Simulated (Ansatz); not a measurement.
# TiCdSe3 (model cell, started as cubic perovskite with Ti in the octahedra): a soft mode frozen in

Which phase does TiCdSe3 (model cell, started as cubic perovskite with Ti in the octahedra) fall into along its unstable mode, and how much energy does it gain?

Program: Ansatz 0.2.0. Level of theory: DFT PBE, scalar-relativistic, plane waves, PAW. Results are calculated unless marked as measured.

This is a report of a sequence of runs, with most program output left out.

The structure was built from a prototype and need not be the compound's stable phase.

### 1. Starting point

Symmetry: Pm-3m, No. 221, cubic system. The conventional cell has a = 4.977 Å, b = 4.977 Å, c = 4.977 Å, α = 90.00°, β = 90.00°, γ = 90.00°. Nearest to Cd lie 12 Se at 3.52 Å. Ti has 6 Se at 2.49 Å nearest. Nearest to Se lie 2 Ti at 2.49 Å. Farther neighbours and most contacts between anions are not listed.

### 2. The dispersion

The cell comes from relaxations at this level that are not shown. Stability and thermal properties need the whole zone. Linear response on a 2×2×2 q mesh gives force constants as far as a supercell of that size would.

The input, input.yaml:

```yaml
crystal:
  lattice:
    - [4.9773704866, 0.0, 0.0]
    - [0.0, 4.9773704866, 0.0]
    - [0.0, 0.0, 4.9773704866]
  atoms:
    - { symbol: Cd, position: [0.0, 0.0, 0.0] }
    - { symbol: Ti, position: [0.5, 0.5, 0.5] }
    - { symbol: Se, position: [0.5, 0.5, 0.0] }
    - { symbol: Se, position: [0.5, 0.0, 0.5] }
    - { symbol: Se, position: [0.0, 0.5, 0.5] }
kpoints:
  mp_grid: { grid: [8, 8, 8] }
hamiltonian:
  xc: pbe
scf:
  occupations: { method: methfessel_paxton, width: 0.2 }
output:
  eigenvalues: true
phonons:
  method: dfpt
  qmesh: [2, 2, 2]
  temperatures: { t_max: 1000, t_step: 50 }
  qpath:
    path:
      - [[0.0, 0.0, 0.0], [0.0, 0.5, 0.0], [0.5, 0.5, 0.0], [0.0, 0.0, 0.0], [0.5, 0.5, 0.5], [0.0, 0.5, 0.0]]
      - [[0.5, 0.5, 0.5], [0.5, 0.5, 0.0]]
    npoints: 10
```

On the command line:

```
> ansatz run input.yaml --threads 8 --pin off --max-ram 14336MiB --backend cpu --events-out ev --progress --plain --runs-dir out
```

It took 3.5 min on 8 threads of Arm Neoverse V2, shared host; peak memory 2.2 GiB; 26 min of CPU time.

This step gave:

```yaml
volume_per_atom: 24.66 Å³
gap_on_the_k_mesh: 0 eV
sum_rule_residual_before_enforcement: 8.63e-5 eV/Å²
lowest_frequency_on_the_path: -125.8 cm⁻¹
point_group: m-3m
highest_frequency_on_the_path_or_at_a_solved_wavevector: 250.6 cm⁻¹
highest_optical_mode_at_the_zone_centre_no_lo_to_term: 201.1 cm⁻¹
lowest_optical_zone_centre_mode: -125.8 cm⁻¹
lowest_mode_on_the_q_mesh_acoustic_modes_at_gamma_apart: -125.8 cm⁻¹
```

Frequencies (cm⁻¹) solved at each irreducible wavevector; negative means imaginary. Frequencies by wavevector, by row:

```
q in reciprocal lattice units  star  mode 1  mode 2  mode 3  mode 4  mode 13  mode 14  mode 15
                        0 0 0     1  -125.8  -125.8  -125.8   -76.7    201.1    201.1    201.1
                     0 0 -0.5     3   -99.7   -99.7   -75.2   -39.5    209.6    209.9      214
                  0 -0.5 -0.5     3  -105.6   -55.9   -55.9   -51.8    195.4    221.1    234.3
               -0.5 -0.5 -0.5     1  -107.1  -107.1  -107.1     -38    186.1    186.1    250.6
```

Interpolated from a 2×2×2 q mesh. The phonon branches at the labelled points (cm⁻¹):

```
    point  branch 1  branch 2  branch 3  branch 4  branch 12  branch 13  branch 14  branch 15
        Γ      -126      -126      -126       -77          0        201        201        201
  halfway      -111      -111       -76       -57        125        205        205        210
        X      -100      -100       -75       -40        210        210        210        214
  halfway       -91       -74       -60       -52        199        203        215        228
        M      -106       -56       -56       -52        195        195        221        234
  halfway       -90       -85       -65       -58        126        203        210        221
        Γ      -126      -126      -126       -77          0        201        201        201
  halfway       -87       -78       -78       -46        128        207        207        233
        R      -107      -107      -107       -38        184        186        186        251
  halfway       -94       -83       -79       -49        196        199        211        240
        X      -100      -100       -75       -40        210        210        210        214
jump to R      -107      -107      -107       -38        184        186        186        251
  halfway      -106       -88       -88       -45        190        190        210        246
        M      -106       -56       -56       -52        195        195        221        234
```

Symmetry leaves 4 wavevectors to solve. The lowest mode among them, the acoustic zeros apart, lies at Γ and is imaginary, 125.8i cm⁻¹, so the energy falls along it.

### 3. The mode frozen in, largest atomic shift 0 Å

The mode followed lies at Γ with frequency 125.8i cm⁻¹ and is 3-fold degenerate, the softest among the wavevectors solved. At small amplitude the distorted cell has space group no. 99 by a symmetry search on the positions. The undistorted cell that holds it gives the zero of energy on the same k mesh.

input.yaml, the sections that differ from step 2:

```yaml
output:
  forces: true
  stress: true
  eigenvalues: true
# crystal, kpoints, hamiltonian, scf: as in step 2
# phonons: removed
```

Run time: 1.5 s. Hardware: 8 threads; peak memory 0.67 GiB.

This step gave:

```yaml
pressure: 2.82e-4 GPa
energy_from_the_undistorted_cell: 0 meV/atom
```

The run ends at a pressure of 0.00 GPa.

### 4. The mode frozen in, largest atomic shift 0.22 Å

The atoms are moved along the unstable eigenvector, the largest shift by 0.22 Å, with the cell fixed.

input.yaml, the sections that differ from step 3:

```yaml
crystal:
  lattice:
    - [4.9773704866, 0.0, 0.0]
    - [0.0, 4.9773704866, 0.0]
    - [0.0, 0.0, 4.9773704866]
  atoms:
    - { symbol: Cd, position: [0.0, -0.0056703818, 0.0] }
    - { symbol: Ti, position: [0.5, 0.4557999549, 0.5] }
    - { symbol: Se, position: [0.5, 0.5185634853, 0.0] }
    - { symbol: Se, position: [0.5, -0.002264124, 0.5] }
    - { symbol: Se, position: [0.0, 0.5185634853, 0.5] }
# kpoints, hamiltonian, scf, output: as in step 3
```

It took 4.4 s on 8 threads; peak memory 0.73 GiB; 33 s of CPU time.

This step gave:

* pressure: 0.5700 GPa
* energy from the undistorted cell: -7.747 meV/atom

The energy, extrapolated to zero smearing, is -7.75 meV/atom against the undistorted cell.

The run ends at a pressure of 0.57 GPa, with forces up to 0.78 eV/Å.

### 5. Energy along the mode, all amplitudes (two of the runs are shown above)

An imaginary frequency means negative curvature, so the energy should fall and then rise again as anharmonic terms take over.

Numbers from this step:

```
depth at the lowest point sampled  : 7.747 meV/atom
largest atomic shift at that point : 0.22 Å
```

Table of energy from the parent by largest atomic shift:

| largest atomic shift (Å) | energy from the parent (meV/atom) |
| --- | --- |
| 0.000 | 0 |
| 0.040 | -0.706 |
| 0.080 | -2.55 |
| 0.140 | -5.69 |
| 0.220 | -7.75 |
| 0.320 | 3.14 |
| 0.450 | 70.9 |

Displacement at unit largest shift by atom:

| atom | x (Å) | y (Å) | z (Å) | size |
| --- | --- | --- | --- | --- |
| Cd1 | 0.00 | -0.13 | 0.00 | 0.13 |
| Ti2 | 0.00 | -1.00 | 0.00 | 1.00 |
| Se3 | 0.00 | 0.42 | 0.00 | 0.42 |
| Se4 | 0.00 | -0.05 | 0.00 | 0.05 |
| Se5 | 0.00 | 0.42 | 0.00 | 0.42 |

The lowest of the steps tried is at 0.22 Å, 7.75 meV/atom below the parent; the bottom of the well need not coincide with a step.

### 6. Relaxing from the distorted cell

Starting from the lowest point found, all atoms and the cell are let go, so that strain and other modes of the same symmetry can join in.

Changes to input.yaml since step 4:

```diff
@@ -21 +21,10 @@
   eigenvalues: true
+  write_density: true
+  write_potential: true
+  elf: true
+  volumetric_format: npy
+relax:
+  adjacent_minimum: "off"
+  f_tol: 0.002
+  max_steps: 120
+  cell: { stress_tol: 0.03 }
```

Wall time 2.7 min (8 threads); peak memory 0.91 GiB; 21 min of CPU time.

Step by step (22 of 24):

```csv
step,energy less that of the first step (eV),largest force component (eV/Å),pressure (GPa),volume (Å³)
1,0.0000,0.7798,0.57,123.31
2,-0.0570,0.3837,0.02,122.53
3,-0.1337,0.5524,0.34,122.30
4,-0.2693,0.4919,0.82,123.02
5,-0.4112,0.6852,0.91,125.32
6,-0.5611,0.5088,0.94,129.20
8,-0.7164,0.6515,-0.22,141.46
9,-0.6905,0.7074,-0.77,147.47
10,-0.7306,0.1088,0.32,142.51
11,-0.7355,0.0413,0.13,144.03
12,-0.7374,0.0102,0.06,144.62
13,-0.7393,0.0562,-0.03,147.18
14,-0.7388,0.0550,-0.11,147.41
15,-0.7395,0.0082,0.06,146.85
16,-0.7396,0.0014,0.00,146.95
17*,-0.7483,0.0013,0.12,146.95
19,-0.7573,0.1606,0.21,154.92
20,-0.7580,0.0350,0.00,154.57
21,-0.7582,0.0083,-0.01,154.69
22,-0.7582,0.0058,0.01,154.84
23,-0.7582,0.0004,0.00,154.79
24*,-0.7593,0.0006,0.00,154.79
```

Relaxation steps marked * repeat the geometry before them on a plane-wave basis chosen anew for their cell, so energy and pressure can jump there. Other such steps can lie between the rows shown. Relaxation steps 9, 14 were tried and not accepted.

The run keeps the 8 symmetry operations that it works with, so distortions that break them were not tested.

```
     cell as run  before  after   change
           a (Å)   4.977  5.074   +1.9 %
           b (Å)   4.977  6.013  +20.8 %
           c (Å)   4.977  5.074   +1.9 %
volume (Å³/atom)   24.66  30.96  +25.5 %
```

The atoms that moved most (Å, as changes of fractional coordinates times the final cell):

```csv
atom,dx,dy,dz,length
Cd1,0.000,-1.450,0.000,1.450
Se4,0.000,0.552,0.000,0.552
Se3,0.000,0.436,0.000,0.436
Se5,0.000,0.436,0.000,0.436
Ti2,0.000,0.025,0.000,0.025
```

Final coordinates:

```xyz
5
Lattice="5.0739 0.0000 0.0000 0.0000 6.0126 0.0000 0.0000 0.0000 5.0739" Properties=species:S:1:pos:R:3 pbc="T T T"
Cd    0.0000   -1.4841    0.0000
Ti    2.5370    2.7659    2.5370
Se    2.5370    3.5544    0.0000
Se    2.5370    0.5381    2.5370
Se    0.0000    3.5544    2.5370
```

This step gave:

| Item | Value |
| --- | --- |
| pressure | 0.001182 GPa |
| volume per atom | 30.96 Å³ |

ELF in the bc plane at fractional x = 0.500, with atoms of Ti and Se within 0.2 Å of it. It is the smooth field of the valence electrons, not physical close to the nuclei.

Values, 8 rows by 16 columns, each cell a mean:
```
0.05 0.08 0.08 0.05 0.09 0.37 0.71 0.80 0.70 0.49 0.57 0.77 0.75 0.55 0.17 0.04
0.49 0.59 0.58 0.46 0.26 0.18 0.37 0.61 0.73 0.75 0.72 0.62 0.41 0.15 0.08 0.26
0.80 0.76 0.76 0.77 0.59 0.21 0.26 0.40 0.37 0.26 0.21 0.16 0.07 0.14 0.48 0.75
0.64 0.30 0.43 0.73 0.59 0.38 0.49 0.28 0.48 0.54 0.14 0.03 0.07 0.40 0.78 0.84
0.72 0.48 0.57 0.75 0.60 0.33 0.52 0.47 0.54 0.43 0.11 0.04 0.06 0.33 0.74 0.83
0.76 0.77 0.76 0.73 0.53 0.18 0.17 0.31 0.37 0.38 0.38 0.29 0.13 0.09 0.32 0.64
0.30 0.42 0.41 0.29 0.16 0.22 0.53 0.75 0.81 0.78 0.75 0.71 0.56 0.26 0.07 0.12
0.02 0.03 0.03 0.03 0.10 0.42 0.73 0.79 0.61 0.31 0.44 0.75 0.79 0.63 0.24 0.04
```
Columns run along b (6.0 Å), rows up along c (5.1 Å). Atoms in or near the plane, at fractional coordinates: Ti at (0.46, 0.50), Se at (0.59, 0.00), Se at (0.09, 0.50).

Electrostatic potential energy in the bc plane at fractional x = 0.500, with atoms of Ti and Se within 0.2 Å of it. With pseudopotentials it is smooth inside the atoms' cores, unlike the true potential.

Values in eV, 8 rows by 16 columns, each cell a mean:
```
 11  11  11  11  11  10   7  -6 -10  -6  -8 -10   3   9  11  11
  9   9   9  10  10   9   7   4   0  -3  -1   4   9  10  11  10
 -4  -7  -6   1   5   1  -8 -13 -10  -2   5   8   9  10   9   4
 -7  -1  -4 -12  -4 -14 -27 -29 -28 -19  -1   6   9   9   6  -9
-10  -5  -8 -10  -1 -10 -25 -28 -26 -15   1   6   9   9   7  -6
  2  -1   0   6   7   5  -1  -4  -3   2   5   8   9  10  10   7
 10  10  10  11  10  10   8   3  -5  -8  -7   0   7  10  11  11
 11  11  11  11  11  10   6  -9  -8  -2  -5 -12   1   9  11  11
```
Columns run along b (6.0 Å; values clipped at the 3rd and 97th percentile), rows up along c (5.1 Å). Atoms in or near the plane, at fractional coordinates: Ti at (0.46, 0.50), Se at (0.59, 0.00), Se at (0.09, 0.50).

Valence density in the bc plane at fractional x = 0.500, with atoms of Ti and Se within 0.2 Å of it. It is the smooth field of the valence electrons, not physical close to the nuclei.

Values in e/Å³, 8 rows by 16 columns, each cell a mean:
```
 0  0  0  0  0  0  0  1  4 12  8  1  0  0  0  0
 0  0  0  0  0  0  0  0  1  1  0  0  0  0  0  0
 1  1  1  1  0  0  1  1  1  0  0  0  0  0  0  0
 7 24 13  2  1  1  5  8  6  2  0  0  0  0  0  1
 4 13  7  1  1  1  4  6  5  1  0  0  0  0  0  1
 0  1  0  0  0  0  0  1  0  0  0  0  0  0  0  0
 0  0  0  0  0  0  0  0  1  1  1  0  0  0  0  0
 0  0  0  0  0  0  0  1  7 23 14  2  0  0  0  0
```
Columns run along b (6.0 Å), rows up along c (5.1 Å). Atoms in or near the plane, at fractional coordinates: Ti at (0.46, 0.50), Se at (0.59, 0.00), Se at (0.09, 0.50).

The distorted start has space group P4mm; the relaxation ends in P4mm.

### 7. The new phase in its own primitive cell

The relaxed structure is symmetrised, reduced to its primitive cell and relaxed tightly, as its phonons need.

The input, input.yaml:

```yaml
crystal:
  lattice:
    - [5.0739341597, 0.0, 0.0]
    - [0.0, 5.0739341597, 0.0]
    - [0.0, 0.0, 6.012595872]
  atoms:
    - { symbol: Cd, position: [0.0, 0.0, 0.2468390265] }
    - { symbol: Ti, position: [0.5, 0.5, 0.5399787603] }
    - { symbol: Se, position: [0.5, 0.0, 0.4088427071] }
    - { symbol: Se, position: [0.5, 0.5, 0.9105043794] }
    - { symbol: Se, position: [0.0, 0.5, 0.4088427071] }
kpoints:
  mp_grid: { grid: [8, 8, 6] }
hamiltonian:
  xc: pbe
scf:
  occupations: { method: methfessel_paxton, width: 0.2 }
output:
  forces: true
  stress: true
  eigenvalues: true
relax:
  adjacent_minimum: "off"
  f_tol: 0.001
  max_steps: 60
  cell: { stress_tol: 0.01 }
```

It took 27 s on 8 threads; peak memory 0.85 GiB.

The steps of the relaxation:

```
step  energy less that of the first step (eV)  largest force component (eV/Å)  pressure (GPa)  volume (Å³)
   1                                   0.0000                          0.0004            0.00       154.79
   2                                   0.0000                          0.0004            0.00       154.83
   3                                   0.0000                          0.0011            0.00       155.03
   4                                   0.0000                          0.0006            0.00       155.03
  5*                                   0.0000                          0.0006            0.00       155.03
```

Relaxation steps marked * repeat the geometry before them on a plane-wave basis chosen anew for their cell, so energy and pressure can jump there.

The run keeps the 8 symmetry operations that it works with, so distortions that break them were not tested.

```csv
"conventional cell, symmetrised",before,after,change
a (Å),5.074,5.072,-0.0 %
b (Å),5.074,5.072,-0.0 %
c (Å),6.013,6.026,+0.2 %
volume (Å³/atom),30.96,31.01,+0.2 %
```

The relaxed structure:

```xyz
5
Lattice="5.0723 0.0000 0.0000 0.0000 5.0723 0.0000 0.0000 0.0000 6.0256" Properties=species:S:1:pos:R:3 pbc="T T T"
Cd    0.0000    0.0000    1.4884
Ti    2.5361    2.5361    3.2548
Se    2.5361    0.0000    2.4643
Se    2.5361    2.5361    5.4826
Se    0.0000    2.5361    2.4643
```

Numbers from this step:

| Property | Result |
| --- | --- |
| pressure | 0.001214 GPa |
| volume per atom | 31.01 Å³ |

The largest force component left is 0.56 meV/Å and the pressure is 0.001 GPa, within the tolerances set. The cell now holds 31.01 Å³/atom.

### 8. Modes of the new phase, k-mesh 8×8×6

A relaxed structure may still be a saddle point, so its zone-centre modes are computed. No field response is asked, since the mesh shows no gap.

input.yaml, the sections that differ from step 7:

```yaml
crystal:
  lattice:
    - [5.0722786531, 0.0, 0.0]
    - [0.0, 5.0722786531, 0.0]
    - [0.0, 0.0, 6.0256088123]
  atoms:
    - { symbol: Cd, position: [0.0, 0.0, 0.2470129744] }
    - { symbol: Ti, position: [0.5, 0.5, 0.5401578644] }
    - { symbol: Se, position: [0.5, 0.0, 0.4089747885] }
    - { symbol: Se, position: [0.5, 0.5, 0.9098871646] }
    - { symbol: Se, position: [0.0, 0.5, 0.4089747885] }
output:
  eigenvalues: true
phonons:
  method: dfpt
# kpoints, hamiltonian, scf: as in step 7
# relax: removed
```

It took 96 s on 8 threads; peak memory 2.6 GiB; 12 min of CPU time.

This step gave:

```
sum-rule residual before enforcement                    : 7.66e-5 eV/Å²
point group                                             : 4mm
highest optical mode at the zone centre (no LO-TO term) : 404.7 cm⁻¹
lowest optical zone-centre mode                         : -78.66 cm⁻¹
```

Patterns of degenerate modes are one choice out of their space. Modes at Γ, with each element's share of the kinetic energy (negative means imaginary):

```csv
mode,frequency (cm⁻¹),symmetry,Cd %,Ti %,Se %
1,-78.7,B1,0,0,100
2,-28.9,E,34,13,54
3,-28.9,E,34,13,54
4,0.0,acoustic,28,12,60
5,0.0,acoustic,28,12,60
6,0.0,acoustic,28,12,60
7,69.8,E,3,22,74
8,69.8,E,3,22,74
9,81.6,A1,67,8,25
10,125.2,A1,4,12,84
11,156.4,E,31,17,52
12,156.4,E,31,17,52
13,204.4,E,4,36,60
14,204.4,E,4,36,60
15,404.7,A1,0,68,32
```

Displacements in mode 1 (-78.7 cm⁻¹), the largest set to 1:
```
Cd1  0.00  0.00  0.00
Ti2  0.00  0.00  0.00
Se3  0.00  0.00  1.00
Se4  0.00  0.00  0.00
Se5  0.00  0.00 -1.00
```

Displacements in mode 9 (81.6 cm⁻¹), the largest set to 1:
```
Cd1  0.00  0.00  1.00
Ti2  0.00  0.00 -0.54
Se3  0.00  0.00 -0.23
Se4  0.00  0.00 -0.65
Se5  0.00  0.00 -0.23
```

Before it was imposed, the acoustic sum rule was missed by 7.7e-5 eV/Å². Small misses are needed for a sound result but don't prove that mesh and cutoff are converged. The lowest optical mode is imaginary, 78.7i cm⁻¹, so the energy falls along it.

### 9. Results

* unstable mode of the parent: q = (0, 0, 0), 126i cm⁻¹
* depth at the lowest point sampled: 7.75 meV/atom
* largest atomic shift at that point: 0.22 Å
* space group reached (within 0.01 Å): P4mm
* energy gained over the parent (first relaxation, on the mesh of the frozen mode): 160 meV/atom
* volume per atom, phase reached: 31.0 Å³
* lowest optical zone-centre mode, phase reached: -78.7 cm⁻¹
* highest optical mode at the zone centre (no LO-TO term), phase reached: 405 cm⁻¹

From this start the structure relaxes into P4mm, 160 meV/atom below the parent. At the parent's cell the well is 7.747 meV/atom deep on the steps tried, with its lowest point at a shift of 0.22 Å. Relaxing atoms and cell changes the gain by +152.22 meV/atom against the lowest step (energies at zero smearing). Most of the total comes from this relaxation. The frozen pattern makes up only 17 % of the final shifts of the atoms, so other modes or strain give most of the change. The new phase still has an imaginary mode at the zone centre of its cell, so it is a saddle point on the way to a lower structure. Of the 7 patterns followed to their end from this parent, this one ends 201 meV/atom above the lowest, R-3c. Each path keeps the symmetry of its pattern, so a lower phase may lie along a pattern not tried. With no gap, or one that is small against the smearing, the frequencies hang on the k mesh and the smearing, most of all near Kohn anomalies. A semilocal functional can close a gap that the real compound would have, so the metallic treatment may be an artefact of the level. The starting cell was built on a prototype and not taken from a measurement, so the phase need not exist.

[Logs are printed without paths, hosts, clocks, repeated set-up lines and the standing remarks that a program may print on its own settings, such as how far it seeks lower states.]

[Hosts, paths, dates, database ids (printed as entryN), source tags and the programs' standing remarks are cut or masked in the printed files.]
